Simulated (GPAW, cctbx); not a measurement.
## Bonding in Mg6CdPb as X-rays see it

Question: by how much does bonding change the X-ray structure factors of Mg6CdPb, how firmly does DFT give the change, and what does a routine refinement make of it?

The cell comes from substitution in a known structure type and wasn't matched to any measured phase. All numbers below are calculated.

**1. Relax the structure**

The density hangs on the geometry, so cell and atoms are relaxed first, with the symmetry held. The cutoff is set higher than for the density because stress converges slowly with plane waves.

Settings: GPAW 26.7.0, PBE, 570 eV, 4×4×4 k-points, Fermi–Dirac width 0.1 eV, BFGS to 0.03 eV/Å.

```text
cell
1.0
    -5.064000000    0.000000000    0.000000000
     0.000000000   -6.376000000    0.000000000
     0.000000000    3.188000000    5.590000000
Pb Cd Mg
1 1 6
Direct
0.500000000 0.164400000 0.328800000
0.500000000 0.662800000 0.325600000
0.000000000 0.830100000 0.660200000
0.000000000 0.333400000 0.666800000
0.000000000 0.834000000 0.171800000
0.000000000 0.337800000 0.171800000
0.500000000 0.672300000 0.841600000
0.500000000 0.169300000 0.841600000
```

```console
$ OMP_NUM_THREADS=1 mpirun -n 4 gpaw python run.py > gpaw.log
```

```text
BFGS:    0      -14.803957        0.388926
BFGS:    1      -14.812014        0.378803
BFGS:    2      -14.879060        0.214747
BFGS:    3      -14.880566        0.200575
...
BFGS:   15      -14.907046        0.036858
BFGS:   16      -14.907386        0.031600
BFGS:   17      -14.907640        0.018895
cell  5.2661 6.4246 6.4038  120.11 90.00 90.00
volume 187.430 A^3, largest force 0.015 eV/A, largest stress 0.13 GPa
```

After 17 steps the volume has changed by +3.8 % and the energy by -0.104 eV; the largest stress left is 0.13 GPa. It took 7.7 min on 4 cores of Intel(R) Xeon(R) Platinum 8375C CPU @ 2.90GHz (Ice Lake) (shared host), peak memory 1.7 GiB.

Relaxed structure: Amm2 (no. 38), a = 5.2661 Å, b = 6.4246 Å, c = 11.0797 Å, α = 90.00°, β = 90.00°, γ = 90.00°.

```
atom  mult.    x       y       z
 Pb1      2  1/2     1/2  0.3337
 Cd1      2  1/2     1/2  0.8315
 Mg1      2    0     1/2  0.6658
 Mg2      2    0     1/2  0.1618
 Mg3      4    0  0.7424  0.9179
 Mg4      4  1/2  0.7502  0.0837
```

**2. Density and charge transfer**

X-rays see the whole electron density, so the PAW density is rebuilt with its core regions. Subtracting spherical free atoms from the same code cancels the cores and leaves the deformation density Δρ, the part due to bonding.

Settings: PBE, 450 eV, 5×4×4 k-points (along the axes of the calculation cell), Fermi–Dirac width 0.1 eV; primitive cell of 8 atoms.

```console
$ OMP_NUM_THREADS=1 mpirun -n 4 gpaw python run.py > gpaw.log
```

```text
|iter:   1|       0s |  -14.815487 | +0.38 |       |
|iter:   2|       1s |  -14.798023 | -1.34 | -1.50 |
|iter:   3|       3s |  -14.611777 | -1.68 | -1.54 |
...
|iter:  10|      14s |  -14.617528c| -6.83 | -5.19c|
|iter:  11|      15s |  -14.617528c| -7.39 | -5.54c|
|iter:  12|      16s |  -14.617528c| -7.61c| -5.86c|
```

```text
grid (54, 64, 64)  electrons 202.000  moved by bonding 1.143 e
deformation density beyond 0.5 A of the nuclei: max 0.032, min -0.056 e/A^3
atom        x       y       z   Voronoi charge  moment
Pb1    0.5000  0.1663  0.8337     -0.150       0.00
Cd2    0.5000  0.6685  0.3315      0.003       0.00
Mg3    0.0000  0.8342  0.1658     -0.005       0.00
Mg4    0.0000  0.3382  0.6618      0.006       0.00
Mg5    0.0000  0.8245  0.6602      0.038       0.00
Mg6    0.0000  0.3398  0.1755      0.038       0.00
Mg7    0.5000  0.6665  0.8338      0.035       0.00
Mg8    0.5000  0.1662  0.3335      0.035       0.00
mean inner potential of superposed free atoms 13.260 V
total magnetic moment 0.000 muB
```

Deformation density in a plane through the shortest contact of the Mg atom at the origin, in 0.01 e/Å³ (clipped at ±99); x from -1.6 to 4.7 Å, y from 2.4 down to -2.4 Å:

```text
  .   0  -1   2   2   0  -2   .   .  -2   0   2   2  -1   0   .
 -3  -2   0   3   3   1  -1  -2  -2  -1   1   3   3   0  -2  -3
 -1   0   1   3   3   2   0  -1  -1   0   2   3   3   1   0  -1
  0   0   1   1   1   1   1   1   1   1   1   1   1   1   0   0
  0   0  -1  -2  -2  -2  -1   1   1  -1  -2  -2  -2  -1   0   0
  0  -1  -3   0   .  -2  -2   0   0  -2  -2   .   0  -3  -1   0
  0  -1  -3   .   .   0  -2   0   0  -2   0   .   .  -3  -1   0
  1  -1  -3   0   .  -1  -1   1   1  -1  -1   .   0  -3  -1   1
  2   1  -2  -3  -3  -2   0   2   2   0  -2  -3  -3  -2   1   2
  1   1   0  -1  -1   0   1   2   2   1   0  -1  -1   0   1   1
  0   0   0   0   0   0   0   0   0   0   0   0   0   0   0   0
 -3  -3  -1   0   1   0  -2  -3  -3  -2   0   1   0  -1  -3  -3
  0  -1  -2   0   1  -1  -3   .   .  -3  -1   1   0  -2  -1   0
```

Atoms in or within 0.15 Å of the plane: Mg (0.0, 0.0), Mg (3.1, 0.0) Å. Dots mark points within about 0.45 Å of a nucleus; large values next to them are atomic features.

Pb gains most (-0.15 e) and Mg loses most (+0.02 e), in averages over each element's sites, as electronegativity suggests. Along the shortest contact from the Mg atom at the map's origin, Mg–Mg at 3.11 Å, Δρ is +0.01 e/Å³ at the midpoint: little piles up between the atoms. At the midpoints of other shortest contacts it is +0.01 (Cd–Mg, 3.18 Å), +0.01 (Pb–Mg, 3.20 Å) and +0.01 (Pb–Cd, 3.21 Å) e/Å³. Point values carry grid noise of about 0.01 e/Å³. The run needed 12 iterations, 27 s.

**3. From the density to structure factors**

The Fourier components of Δρ, added to those of the free atoms, give the static X-ray structure factors; the Mott–Bethe relation turns them into the Fourier components V of the potential that fast electrons feel.

```text
static structure factors of the conventional cell: F in electrons, V (Mott-Bethe) in volts
   h  k  l      d  |F| table  |F| free   |F| DFT   change   |V| free  |V| DFT  change %
   0  1  1  5.5578    63.789    63.540    63.682    0.142     0.737    0.684     -7.3
   0  0  2  5.5399   202.651   202.430   202.403   -0.027     2.802    2.812      0.4
   1  0  0  5.2661   203.768   203.548   203.592    0.043     2.866    2.851     -0.5
   1  1  1  3.8227    66.417    66.250    66.485    0.235     0.776    0.734     -5.4
   1  0  2  3.8168   198.790   198.596   198.849    0.253     2.756    2.711     -1.6
   0  2  0  3.2123   192.078   191.914   192.143    0.229     2.562    2.533     -1.1
   0  1  3  3.2019    63.421    63.331    63.486    0.155     0.626    0.606     -3.1
   0  2  2  2.7789   230.808   230.683   230.531   -0.152     4.027    4.051      0.6
   0  0  4  2.7699   231.919   231.793   231.580   -0.213     4.058    4.087      0.7
   1  2  0  2.7424   185.817   185.688   185.845    0.157     2.399    2.385     -0.6
   1  1  3  2.7359    62.041    62.032    62.150    0.118     0.556    0.545     -1.9
   2  0  0  2.6330   326.343   326.142   324.989   -1.154     6.600    6.698      1.5
   1  2  2  2.4577   291.941   291.691   290.567   -1.123     5.500    5.584      1.5
   1  0  4  2.4515   290.695   290.443   289.310   -1.134     5.464    5.549      1.6
```

The largest X-ray change is -1.15 e on 200, 0.4 % of |F|. For electrons V goes as (Z − F)/g², so a change of F counts against Z − F, which is small at low angle and wherever the atoms' terms cancel: |V| of 011 moves by -7.3 % (0.74 to 0.68 V) against +0.2 % in |F|. The last three rows still change by up to 1.15 e; the table stops while the angles are still low. The tabulated Hartree–Fock atoms differ from the free DFT atoms by up to 0.25 e, so the choice of reference atom matters too.

**4. Convergence**

Cutoff and k-mesh: one is changed at a time, to find what the result needs.

```
                   run  ΔF 200 (e)  ΔF 102 (e)  ΔF 111 (e)  q(Pb) (e)  moved (e)   time
          450 eV 5×4×4      -1.154      +0.253      +0.235     -0.150      1.143   27 s
          250 eV 5×4×4      -1.158      +0.235      +0.235     -0.147      1.296   14 s
          350 eV 5×4×4      -1.159      +0.247      +0.235     -0.149      1.158   21 s
          750 eV 5×4×4      -1.153      +0.254      +0.234     -0.150      1.156   56 s
          450 eV 2×2×2      -1.282      +0.246      +0.224     -0.106      1.075   12 s
          450 eV 3×2×2      -1.173      +0.268      +0.246     -0.113      1.109   13 s
150 eV 5×4×4 (unsound)      -1.435      +0.151      +0.244     -0.150      1.350  7.7 s
```

Within 0.02 e of the base on all three: 450 eV 3×2×2, 250 eV 5×4×4, 350 eV 5×4×4 and 750 eV 5×4×4. The largest error, 0.128 e, comes with 450 eV 2×2×2. The moved charge is off by up to 13 % among these runs. The run marked unsound (cutoff far too low) misses ΔF(200) by 0.281 e. Times are from shared hosts.

**5. What a spherical-atom refinement makes of it**

Routine crystallography fits spherical atoms. To see the bias, intensities are simulated from tabulated atoms plus the DFT change ΔF, so that bonding alone can misfit (12244 reflections of the full sphere, merged to the counts below, to 0.4 Å, 1 % proportional noise plus counting noise, assumed isotropic U as listed, Δρ smeared by the mean U) and refined with cctbx over different ranges.

```csv
range,data,R1,GooF,U Pb1 (true 0.0058),U Cd1 (true 0.0071),U Mg1 (true 0.0113),U Mg2 (true 0.0113),largest shift (Å),"Δρ max, min (e/Å³)"
all data,3384,0.0064,0.93,0.0058,0.0071,0.0112,0.0113,0.0010,"0.37, -0.44"
"low resolution, d > 0.84",407,0.0041,0.95,0.0058,0.0071,0.0114,0.0113,0.0019,"0.16, -0.15"
"high order, d < 0.75",2826,0.0075,0.92,0.0058,0.0071,0.0112,0.0113,0.0005,"0.37, -0.42"
"occupancies free, d > 0.7",678,0.0044,0.96,0.0058,0.0071,0.0113,0.0113,0.0018,"0.20, -0.21"
```

With all data GooF is 0.93, so at this noise the bonding hardly shows; the top residual peak lies 0.68 Å from Cd and 2.62 Å from Mg. No U is off by more than 3 s.u. at low resolution. With Pb1 held at 1 and the scale free, the other occupancies refine to Cd1 1.000(0.001), Mg1 1.000(0.006), Mg2 1.000(0.006) and Mg3 1.000(0.005), within three s.u. of full.

**6. Answer**

Bonding moves 1.14 e in the primitive cell of Mg6CdPb and changes the structure factors of the conventional cell in the table above by at most 1.15 e (200, 0.4 %), and among reflections above 2 % of the strongest by up to 0.4 % (104). The shortest bond, Mg–Mg, has Δρ = +0.01 e/Å³ at its midpoint. Within 0.02 e of the base on all three: 450 eV 3×2×2, 250 eV 5×4×4, 350 eV 5×4×4 and 750 eV 5×4×4. The largest error, 0.128 e, comes with 450 eV 2×2×2. The moved charge is off by up to 13 % among these runs. With all data GooF is 0.93, so at this noise the bonding hardly shows. Limits: static density, frozen cores, no spin–orbit coupling.

[Outputs are excerpts: Python notices, other lines and further rows are left out; steps that failed or that the build refused (PBEsol, TPSS) are not shown.]

[Logs are printed without paths, hosts, clocks, repeated set-up lines and the standing remarks that a program may print on its own settings, such as how far it seeks lower states.]
